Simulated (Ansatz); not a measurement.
# linear Os chain: one chain at several levels of theory, part 2 of 4

Aim: how far do the period, the moment and the conductance of the linear Os chain depend on the functional, the datasets and spin-orbit coupling, and at what cost?

Ansatz 0.2.0; DFT PBE, plane waves, PAW; relaxation of a chain's period (the session's first sound run).

So far. Step 2 (The relaxed wire, level PBE, cutoff 420 eV): The cell's length comes to 2.243 Å with no moment. That is -16 % against the start, more than a small adjustment.

### 3. The perfect wire, level PBE, cutoff 420 eV

This step: DFT PBE, plane waves, PAW; channels and complex bands of a perfect chain (Ansatz 0.2.0).

At the relaxed period the Bloch states of the perfect chain are found at each energy: those that move forward count the open channels, and those that decay describe how a disturbance dies away inside the wire itself. An energy step of 0.035 eV is under the 0.039 eV that the program asks for its thermal average at 300 K.

input.yaml

```yaml
crystal:
  lattice:
    - [7.5, 0.0, 0.0]
    - [0.0, 7.5, 0.0]
    - [0.0, 0.0, 2.243177479]
  atoms:
    - { symbol: Os, position: [0.5, 0.5, 0.0] }
kpoints:
  mp_grid: { grid: [1, 1, 36] }
  band_path: { path: ["Γ", Z], npoints: 60 }
scf:
  occupations: { method: fermi_dirac, width: 0.05 }
hamiltonian:
  xc: pbe
output:
  transmission:
    e_range: [-2, 2]
    de: 0.035
    kmesh: [1, 1]
    reduced_basis: true
    leads: [[0, 0]]
  dos: { projected: true, e_range: [-6, 4] }
  write_potential: true
  write_density: true
  volumetric_format: npy
  elf: true
```

The run is started by

```console
$ ansatz run input.yaml --threads 4 --pin off --max-ram 8192MiB --backend cpu --events-out ev --progress --plain --runs-dir out
```

Numbers of over 12 decimals in the logs are rounded to 6 here.

Log:

```text
[...]
Crystal: 1 atoms, lattice volume = 126.179 Å³
Basis set: ecut = 420 eV, 2463 PW (Γ)
Bands: 12, of which v1, the nominal top of the filled ones, is band 8 counted from 1 (7 counted from 0)
Symmetry: 16 space group operations
[...]
k-points: 19 of 36
[...]
SCF iter   1: F=—  HF=-11379.620815 eV  |F-HF|=—  |Δ(HF+E_count)|=         —  Δρ=1.15e-2  dr2=1.16e-1  ethr=1.77e-3  ⟨swp⟩=6.1  Hψ=1392  notcnv=0
[...]
SCF iter   7: F=-11379.592743 eV  HF=-11379.592743 eV  |F-HF|=1.72e-8  |Δ(HF+E_count)|=   7.18e-8  Δρ=5.20e-6  dr2=2.68e-8  ethr=6.25e-10  ⟨swp⟩=3.5  Hψ=768  notcnv=0
SCF 1 converged in 7 iterations: F = -11379.592743 eV  dr2 = 2.68e-8
[...]
NSCF: frozen V_eff on 61 k-points
transmission: 3 of 18 steps passed
transmission: 6 of 18 steps passed
[...]
transmission: 18 of 18 steps passed
WARN: The output density's exchange-correlation potential varies sharply where the density is thin. Do not read a vacuum level from v_tot or v_xc, or from such a field of the output density. On a cell that repeats whose density bears no net charge and no dipole along the vacuum's axis use v_es (v_loc + v_h of the components); under efield.dipole_correction with no amplitude use v_es + v_field, which holds any externa [...]
SCF converged after 7 iterations
Free energy (F): -11379.592743 eV
[...]
Internal energy: -11379.571147 eV  (E = F + TS)
E sigma→0 (E₀):  -11379.581945 eV
Entropy (-TS):   -0.021596 eV (-21.596 meV/atom)
Fermi energy:    -1.927752 eV
[...]
--- Band table (eV; the first three rows and the last of 19) ---
  k-point 0: bands = [... 4 lower, -8.7759, -4.2643, -3.4230, -3.4139, 0.7450, 0.7450, 1.5627, 1.5627]
  k-point 1: bands = [... 4 lower, -8.6979, -4.2451, -3.4107, -3.4016, 0.5764, 0.5764, 1.6739, 1.6739]
  k-point 2: bands = [... 4 lower, -8.4653, -4.1877, -3.3739, -3.3650, 0.1964, 0.1964, 1.8912, 1.8912]
  k-point 18: bands = [... 4 lower, -6.2839, -6.2839, -1.4748, -1.4737, -0.4362, 3.8701, 8.2979, 8.2979]
--- Transmission ---
  basis      : 497 plane waves across, 3 finite elements along
  points     : 1, standing for a mesh of 1 x 1
  filling    : by the input's occupations and mesh, since the crystals that have channels conduct as metals do. If one of these is a semiconductor, that mesh has misplaced its level
  energies   : 115 from -2.000000 to 1.990000 eV about the Fermi level, 0.035000 eV apart; the leads are filled to 0.000000 eV, and channels, transmission and decay are at -0.005000 eV
  crystal 0  : Os1, at the sites [0, 0], period 2.2432 Å: whole cells are its period
    offset         : up to 0.0000 Å between an atom of the period and one for which it stands
    filled         : 28.5 meV under the level at which it is neutral
    channels       : 6.000000e0 a spin
    conductance    : 8.2646e14 S/m² at 300 K; may be off by some 0.0 % by where its bands' edges are placed, 0.0 % from the distance to neutral
```

It took 7 s on 4 threads of Arm Neoverse V2, shared host; peak memory 0.44 GiB; 24 s of CPU time.

Reading the cycles: dr2 is the Hartree energy of the density residual (eV), the measure of convergence; HF is the Harris–Foulkes estimate of the energy, which meets the free energy F at convergence.

Numbers from this step:

* energy at zero smearing: -11379.5819 eV
* channels at the energy nearest the Fermi level, one spin: 6
* conductance of the lead as this run defines it: 6.000 G₀
* band gap: 0 eV

Table of open channels of the lead, one spin by energy, zero at the Fermi level:

```tsv
energy (eV)	open channels of the lead, one spin
-2.000	4
-1.895	4
-1.790	4
-1.685	4
-1.615	4
-1.510	4
-1.405	6
-1.300	6
-1.195	6
-1.090	6
-0.985	6
-0.915	6
-0.810	6
-0.705	6
-0.600	6
-0.495	6
-0.390	6
-0.285	6
-0.215	6
-0.110	6
-0.005	6
0.100	6
0.205	6
0.310	6
0.415	6
0.485	4
0.590	4
0.695	4
0.800	4
0.905	4
1.010	4
1.115	4
1.185	4
1.290	4
1.395	4
1.500	3
1.605	3
1.710	3
1.815	3
1.885	3
```

The slowest values at each energy, most degenerate partners merged, listed up to 1.5 1/Å. The Im kz of the slowest decaying states by energy, zero at the Fermi level:

```tsv
energy (eV)	decay 1 (Å⁻¹)	decay 2 (Å⁻¹)	decay 3 (Å⁻¹)	decay 4 (Å⁻¹)
-2.0000	0.485	0.490	1.30	1.35
-1.7550	0.352	0.359	1.27	1.33
-1.5100	0.0848	0.108	1.25	1.31
-1.2650	1.22	1.28	1.43	-
-0.9850	1.19	1.25	1.41	-
-0.7400	1.16	1.22	1.38	-
-0.4950	1.13	1.20	1.36	-
-0.2500	1.11	1.17	1.33	-
-0.0050	1.08	1.14	1.31	1.48
0.2400	1.05	1.11	1.28	1.46
0.4850	0.101	0.103	1.01	1.08
0.7650	0.310	0.310	0.977	1.05
1.0100	0.403	0.403	0.943	1.02
1.2550	0.471	0.471	0.909	0.984
1.5000	0.0313	0.525	0.525	0.873
1.7450	0.166	0.570	0.57	0.836
```

Electronic bands along the path, in eV, zero at the Fermi level:

```tsv
point	band 5	band 6	band 7	band 8	band 9	band 10	band 11	band 12
Γ	-6.85	-2.34	-1.50	-1.49	2.67	2.67	3.49	3.49
halfway	-1.77	-1.77	-1.29	-0.84	-0.62	-0.61	5.94	5.94
Z	-4.36	-4.36	0.45	0.45	1.49	5.80	10.23	10.23
```

The electronic bands as a text plot (rows in eV, shown from -6.8 to 3.5 only):

```
    3.3 |                                         *
    2.8 |*                                      **
    2.4 | *****                                *
    2.0 |      ***                            *
    1.6 |         **                        **              *****
    1.1 |           ***                    *          ******
    0.7 |              *                  *       ****
    0.3 |               ***             **    *******************
   -0.2 |                  **          * *********
   -0.6 |                    *** *********
   -1.0 |              ***************
   -1.5 |**************    ****** ***
   -1.9 |           *******        * **
   -2.3 |***********             **    ***
   -2.8 |                       *         ***
   -3.2 |                     **             ****
   -3.6 |                    *                   ***
   -4.0 |                  **                       ********
   -4.5 |                **                                 *****
   -4.9 |              **
   -5.3 |             *
   -5.8 |           **
   -6.2 |       ****
   -6.6 |*******
         Γ                                                      Z
```

Valence density in the ca plane at fractional y = 0.500, with atoms of Os within 0.2 Å of it. It is the smooth field of the valence electrons, not physical close to the nuclei.

Ten even steps from '0' (0.0 e/Å³) to '9' (7.9 e/Å³), each cell a mean:
```
000000000000
000000000000
000000000000
000000000000
000000000000
000000000000
000000000000
000000000000
100000000000
432100000123
986421112468
998631113689
997521112579
654210001245
111000000011
000000000000
000000000000
000000000000
000000000000
000000000000
000000000000
000000000000
000000000000
000000000000
```
Columns run along c (2.2 Å), rows up along a (7.5 Å). Atoms in or near the plane, at fractional coordinates: Os at (0.00, 0.50).

ELF in the ca plane at fractional y = 0.500, with atoms of Os within 0.2 Å of it. It is the smooth field of the valence electrons, not physical close to the nuclei.

Values, 24 rows by 12 columns, each cell a mean:
```
0.01 0.01 0.01 0.01 0.00 0.00 0.00 0.00 0.00 0.01 0.01 0.01
0.02 0.02 0.02 0.02 0.01 0.01 0.01 0.01 0.01 0.02 0.02 0.02
0.04 0.04 0.04 0.04 0.03 0.03 0.03 0.03 0.03 0.04 0.04 0.04
0.08 0.08 0.08 0.08 0.07 0.07 0.07 0.07 0.07 0.08 0.08 0.08
0.14 0.14 0.14 0.14 0.14 0.14 0.14 0.14 0.14 0.14 0.14 0.14
0.21 0.21 0.22 0.23 0.24 0.25 0.25 0.25 0.24 0.23 0.22 0.21
0.25 0.26 0.27 0.28 0.31 0.34 0.36 0.34 0.31 0.28 0.27 0.26
0.28 0.28 0.28 0.30 0.35 0.40 0.43 0.40 0.35 0.30 0.28 0.28
0.38 0.36 0.32 0.30 0.33 0.39 0.43 0.39 0.33 0.30 0.32 0.36
0.63 0.61 0.53 0.42 0.33 0.35 0.39 0.35 0.33 0.42 0.53 0.61
0.59 0.63 0.67 0.61 0.45 0.34 0.35 0.34 0.45 0.61 0.67 0.63
0.31 0.45 0.64 0.67 0.53 0.36 0.33 0.36 0.53 0.67 0.64 0.45
0.50 0.57 0.67 0.64 0.49 0.35 0.34 0.35 0.49 0.64 0.67 0.57
0.67 0.66 0.61 0.50 0.37 0.34 0.37 0.34 0.37 0.50 0.61 0.66
0.47 0.44 0.38 0.32 0.32 0.38 0.42 0.38 0.32 0.32 0.38 0.44
0.29 0.29 0.29 0.30 0.34 0.40 0.43 0.40 0.34 0.30 0.29 0.29
0.27 0.27 0.28 0.30 0.34 0.38 0.40 0.38 0.34 0.30 0.28 0.27
0.23 0.23 0.24 0.25 0.27 0.28 0.29 0.28 0.27 0.25 0.24 0.23
0.17 0.17 0.17 0.17 0.18 0.18 0.19 0.18 0.18 0.17 0.17 0.17
0.10 0.10 0.10 0.09 0.09 0.09 0.09 0.09 0.09 0.09 0.10 0.10
0.05 0.05 0.05 0.05 0.05 0.04 0.04 0.04 0.05 0.05 0.05 0.05
0.03 0.03 0.02 0.02 0.02 0.02 0.02 0.02 0.02 0.02 0.02 0.03
0.01 0.01 0.01 0.01 0.01 0.01 0.01 0.01 0.01 0.01 0.01 0.01
0.01 0.01 0.00 0.00 0.00 0.00 0.00 0.00 0.00 0.00 0.00 0.01
```
Columns run along c (2.2 Å), rows up along a (7.5 Å). Atoms in or near the plane, at fractional coordinates: Os at (0.00, 0.50).

Electrostatic potential energy in the ca plane at fractional y = 0.500, with atoms of Os within 0.2 Å of it. With pseudopotentials it is smooth inside the atoms' cores, unlike the true potential.

Values in eV, 24 rows by 12 columns, each cell a mean:
```
  4   4   4   4   4   4   4   4   4   4   4   4
  4   4   4   4   4   4   4   4   4   4   4   4
  4   4   4   4   4   4   4   4   4   4   4   4
  3   3   3   3   3   3   3   3   3   3   3   3
  3   3   3   3   3   3   3   3   3   3   3   3
  3   3   3   3   3   3   3   3   3   3   3   3
  1   1   2   2   2   2   3   2   2   2   2   1
 -3  -3  -2  -1   0   1   1   1   0  -1  -2  -3
-17 -16 -12  -8  -4  -2  -2  -2  -4  -8 -12 -16
-42 -40 -35 -26 -15  -8  -6  -8 -15 -26 -35 -40
-58 -57 -53 -44 -31 -18 -12 -18 -31 -44 -53 -57
-59 -59 -59 -51 -38 -23 -16 -23 -38 -51 -59 -59
-59 -58 -56 -47 -34 -20 -14 -20 -34 -47 -56 -58
-50 -48 -43 -34 -22 -12  -8 -12 -22 -34 -43 -48
-26 -24 -19 -13  -7  -4  -3  -4  -7 -13 -19 -24
 -6  -6  -4  -3  -1   0   0   0  -1  -3  -4  -6
  0   0   1   1   2   2   2   2   2   1   1   0
  2   2   2   3   3   3   3   3   3   3   2   2
  3   3   3   3   3   3   3   3   3   3   3   3
  3   3   3   3   3   3   3   3   3   3   3   3
  3   3   3   3   4   4   4   4   4   3   3   3
  4   4   4   4   4   4   4   4   4   4   4   4
  4   4   4   4   4   4   4   4   4   4   4   4
  4   4   4   4   4   4   4   4   4   4   4   4
```
Columns run along c (2.2 Å; values clipped at the 3rd and 97th percentile), rows up along a (7.5 Å). Atoms in or near the plane, at fractional coordinates: Os at (0.00, 0.50).

By hand: the program gives 8.2646 × 10^14 S/m² over the cell's cross-section of 56.25 Å² = 5.625 × 10^-19 m², so one cell conducts 4.649 × 10^-4 S. Divided by G0 = 2e²/h = 7.748 × 10^-5 S this is 6.00 G0, a resistance of 2.15 kΩ.

At the computed energy nearest the Fermi level there are 6 channels a spin, and the thermal average gives 6.00 G₀.

### 4. Relaxation of atoms and period, cutoff 500 eV

This step: DFT r2SCAN, plane waves, PAW; relaxation of a chain's period (Ansatz 0.2.0).

The relaxation is repeated under another functional. r2SCAN also reads the kinetic-energy density; it often gives larger moments and wider gaps than PBE, at a higher cost. Against the first PBE run of this kind, the cutoff is 500 eV against 420.

input.yaml

```yaml
crystal:
  lattice:
    - [7.5, 0.0, 0.0]
    - [0.0, 7.5, 0.0]
    - [0.0, 0.0, 2.6784]
  atoms:
    - { symbol: Os, position: [0.5, 0.5, 0.0], spin: 1.5 }
magnetization:
  spin_polarized: true
kpoints:
  mp_grid: { grid: [1, 1, 30] }
scf:
  occupations: { method: fermi_dirac, width: 0.05 }
hamiltonian:
  xc: r2scan
relax:
  cell: { fix: [a, b, alpha, beta, gamma] }
  max_steps: 60
```

Log:

```text
[...]
Crystal: 1 atoms, lattice volume = 150.660 Å³
Basis set: ecut = 500 eV, 3809 PW (Γ), exchange–correlation on 240×240×80 points (64 copies of the dense FFT grid, shifted against one another)
Bands: 13, of which v1, the nominal top of the filled ones, is band 8 counted from 1 (7 counted from 0)
Symmetry: 16 space group operations
[...]
-0.146256       0.000000       0.000000
        0.000000      -0.146256       0.000000
        0.000000       0.000000       0.010857
  P = ⅓ Tr σ = -0.0939 GPa (-0.939 kbar)
--- Relaxed structure (7 steps of the walk, 6 accepted, 1 SCFs on fresh bases) ---
[...]
cell:  # Å, volume = 127.0516 Å³
    - [7.5, 0.0, 0.0]
    - [0.0, 7.5, 0.0]
    - [0.0, 0.0, 2.258696]
  atoms:
    - { symbol: Os, position: [0.5, 0.5, 0.0] }
[key lines of the parts left out:]
SCF converged after 11 iterations
Magnetization: 1.5003 μB (8.7502 up, 7.2498 down)
Free energy (F): -11392.376423 eV
Fermi energy:    -1.939455 eV
```

Elapsed: 34 s, on 4 threads; peak memory 0.74 GiB; 2.2 min of CPU time.

Step by step:

```tsv
step	energy less that of the first step (eV)	largest force component (eV/Å)	pressure (GPa)	volume (Å³)
1	0.0000	0.0000	-1.69	150.66
2	-0.3131	0.0000	-2.66	143.32
3	-0.5880	0.0000	-1.32	135.97
4	-0.6564	0.0000	-0.82	129.33
5	-0.5460	0.0000	2.74	121.99
6	-0.6706	0.0000	-0.34	127.84
7	-0.6725	0.0000	-0.09	127.05
8*	-0.6715	0.0000	-0.09	127.05
```

Relaxation steps marked * repeat the geometry before them on a plane-wave basis chosen anew for their cell, so energy and pressure can jump there. Relaxation step 5 was tried and not accepted.

```tsv
cell as run	before	after	change
c (Å)	2.678	2.259	-15.7 %
```

Final coordinates:

```xyz
1
Lattice="7.5000 0.0000 0.0000 0.0000 7.5000 0.0000 0.0000 0.0000 2.2587" Properties=species:S:1:pos:R:3
Os    3.7500    3.7500    0.0000
```

The cell's length comes to 2.259 Å, +0.7 % against the first run, with an absolute moment of 1.51 μB a cell. That is -16 % against the start, more than a small adjustment.

The cell shrank by 15.7 % in its periodic edges.

### 5. The perfect wire, level r2SCAN, cutoff 500 eV

This step: DFT r2SCAN, plane waves, PAW; channels and complex bands of a perfect chain (Ansatz 0.2.0).

The channels are counted again under r2SCAN, at the period that it gave. Its window is narrower, to save time.

input.yaml, the sections that differ from step 4:

```yaml
crystal:
  lattice:
    - [7.5, 0.0, 0.0]
    - [0.0, 7.5, 0.0]
    - [0.0, 0.0, 2.2586955528]
  atoms:
    - { symbol: Os, position: [0.5, 0.5, 0.0], spin: 0.99 }
kpoints:
  mp_grid: { grid: [1, 1, 36] }
  band_path: { path: ["Γ", Z], npoints: 60 }
output:
  transmission:
    e_range: [-0.7, 0.7]
    de: 0.035
    kmesh: [1, 1]
    reduced_basis: true
    leads: [[0, 0]]
  dos: { projected: true, e_range: [-6, 4] }
# magnetization, scf, hamiltonian: as in step 4
# relax: removed
```

Log:

```text
[...]
Crystal: 1 atoms, lattice volume = 127.052 Å³
Basis set: ecut = 500 eV, 3201 PW (Γ), exchange–correlation on 240×240×72 points (64 copies of the dense FFT grid, shifted against one another)
Bands: 13, of which v1, the nominal top of the filled ones, is band 8 counted from 1 (7 counted from 0)
Symmetry: 16 space group operations
[...]
k-points: 19 of 36
[...]
--- Transmission ---
  basis      : 593 plane waves across, 4 finite elements along
  points     : 1, standing for a mesh of 1 x 1
[...]
crystal 0  : Os1, at the sites [0, 0], period 2.2587 Å: whole cells are its period
[...]
filled         : 17.7 meV over the level at which it is neutral
    channels       : 4.000000e0 up, 6.000000e0 down
[...]
[key lines of the parts left out:]
SCF converged after 12 iterations
Magnetization: 1.5511 μB (8.7755 up, 7.2245 down)
Free energy (F): -11392.372878 eV
Fermi energy:    -1.946548 eV
```

Run time: 20 s. Hardware: 4 threads; peak memory 0.76 GiB; 72 s of CPU time.

The open channels of the lead by energy, zero at the Fermi level:

```tsv
energy (eV)	spin up	spin down
-0.700	6	4
-0.665	6	6
-0.595	6	6
-0.560	6	6
-0.490	4	6
-0.455	4	6
-0.420	4	6
-0.350	4	6
-0.315	4	6
-0.280	4	6
-0.210	4	6
-0.175	4	6
-0.105	4	6
-0.070	4	6
-0.035	4	6
0.000	4	6
0.035	4	6
0.070	4	6
0.105	4	6
0.175	4	6
0.210	4	6
0.280	4	6
0.315	4	6
0.350	4	6
0.420	4	6
0.455	4	6
0.490	4	6
0.560	4	6
0.595	3	6
0.665	3	6
0.700	3	6
```

At the computed energy nearest the Fermi level there are 4 spin-up and 6 spin-down channels, and the thermal average gives 5.00 G₀.

### 6. The relaxed wire

This step: DFT RPBE, plane waves, PAW; relaxation of a chain's period (Ansatz 0.2.0).

The relaxation is repeated under another functional. RPBE strengthens the exchange enhancement and tends to longer, weaker bonds than PBE.

input.yaml, the sections that differ from step 5:

```yaml
crystal:
  lattice:
    - [7.5, 0.0, 0.0]
    - [0.0, 7.5, 0.0]
    - [0.0, 0.0, 2.6784]
  atoms:
    - { symbol: Os, position: [0.5, 0.5, 0.0], spin: 1.5 }
kpoints:
  mp_grid: { grid: [1, 1, 30] }
hamiltonian:
  xc: rpbe
relax:
  cell: { fix: [a, b, alpha, beta, gamma] }
  max_steps: 60
# magnetization, scf: as in step 5
# output: removed
```

Log:

```text
[...]
Crystal: 1 atoms, lattice volume = 150.660 Å³
Basis set: ecut = 420 eV, 3009 PW (Γ), exchange–correlation on 108×108×36 points (8 copies of the dense FFT grid, shifted against one another)
Bands: 13, of which v1, the nominal top of the filled ones, is band 8 counted from 1 (7 counted from 0)
Symmetry: 16 space group operations
[...]
-0.160379       0.000000      -0.000000
        0.000000      -0.160379       0.000000
       -0.000000       0.000000       0.047688
  P = ⅓ Tr σ = -0.0910 GPa (-0.910 kbar)
--- Relaxed structure (5 steps of the walk, 5 accepted, 1 SCFs on fresh bases) ---
[...]
cell:  # Å, volume = 128.5017 Å³
    - [7.5, 0.0, 0.0]
    - [0.0, 7.5, 0.0]
    - [0.0, 0.0, 2.284475]
  atoms:
    - { symbol: Os, position: [0.5, 0.5, 0.0] }
[key lines of the parts left out:]
SCF converged after 8 iterations
Magnetization: 1.3641 μB (8.6821 up, 7.3179 down)
Free energy (F): -11393.091071 eV
Fermi energy:    -1.834724 eV
```

Wall time 6.2 s (4 threads); peak memory 0.41 GiB.

The steps of the relaxation:

```tsv
step	energy less that of the first step (eV)	largest force component (eV/Å)	pressure (GPa)	volume (Å³)
1	0.0000	0.0000	-2.50	150.66
2	-0.3201	0.0000	-2.19	143.32
3	-0.5643	0.0000	-1.77	135.97
4	-0.6990	0.0000	-0.13	128.63
5	-0.6990	0.0000	-0.09	128.50
6*	-0.6976	0.0000	-0.09	128.50
```

Relaxation steps marked * repeat the geometry before them on a plane-wave basis chosen anew for their cell, so energy and pressure can jump there.

```tsv
cell as run	before	after	change
c (Å)	2.678	2.284	-14.7 %
```

Final coordinates:

```
Os
1.0
     7.50000    0.00000    0.00000
     0.00000    7.50000    0.00000
     0.00000    0.00000    2.28447
Os
1
Direct
  0.50000 0.50000 0.00000
```

The cell's length comes to 2.284 Å, +1.8 % against the first run, with an absolute moment of 1.37 μB a cell. That is -15 % against the start, more than a small adjustment.

The cell shrank by 14.7 % in its periodic edges.

### 7. The perfect wire, level RPBE, cutoff 420 eV

This step: DFT RPBE, plane waves, PAW; channels and complex bands of a perfect chain (Ansatz 0.2.0).

The channels are counted again under RPBE, at the period that it gave.

input.yaml, the sections that differ from step 6:

```yaml
crystal:
  lattice:
    - [7.5, 0.0, 0.0]
    - [0.0, 7.5, 0.0]
    - [0.0, 0.0, 2.2844745725]
  atoms:
    - { symbol: Os, position: [0.5, 0.5, 0.0], spin: 0.9 }
kpoints:
  mp_grid: { grid: [1, 1, 36] }
  band_path: { path: ["Γ", Z], npoints: 60 }
output:
  transmission:
    e_range: [-2, 2]
    de: 0.035
    kmesh: [1, 1]
    reduced_basis: true
    leads: [[0, 0]]
  dos: { projected: true, e_range: [-6, 4] }
# magnetization, scf, hamiltonian: as in step 6
# relax: removed
```

Log:

```text
[...]
Crystal: 1 atoms, lattice volume = 128.502 Å³
Basis set: ecut = 420 eV, 2511 PW (Γ)
Bands: 13, of which v1, the nominal top of the filled ones, is band 8 counted from 1 (7 counted from 0)
Symmetry: 16 space group operations
[...]
k-points: 19 of 36
[...]
Starting moments: Σ|m| = 0.9 μB on 1 of 1 site
[...]
--- Transmission ---
  basis      : 497 plane waves across, 3 finite elements along
  points     : 1, standing for a mesh of 1 x 1
[...]
crystal 0  : Os1, at the sites [0, 0], period 2.2845 Å: whole cells are its period
[...]
filled         : 3.0 meV over the level at which it is neutral
    channels       : 4.000000e0 up, 6.000000e0 down
[...]
[key lines of the parts left out:]
SCF converged after 2 iterations
Magnetization: 1.3722 μB (8.6861 up, 7.3139 down)
Free energy (F): -11393.087854 eV
Fermi energy:    -1.854544 eV
```

Run time: 32 s. Hardware: 4 threads; peak memory 0.53 GiB; 1.8 min of CPU time.

At the computed energy nearest the Fermi level there are 4 spin-up and 6 spin-down channels, and the thermal average gives 5.01 G₀.

[end of part 2 of 4]

[Logs are printed without paths, hosts, clocks, repeated set-up lines and the standing remarks that a program may print on its own settings, such as how far it seeks lower states.]

[Hosts, paths, dates, database ids (printed as entryN), source tags and the programs' standing remarks are cut or masked in the printed files.]
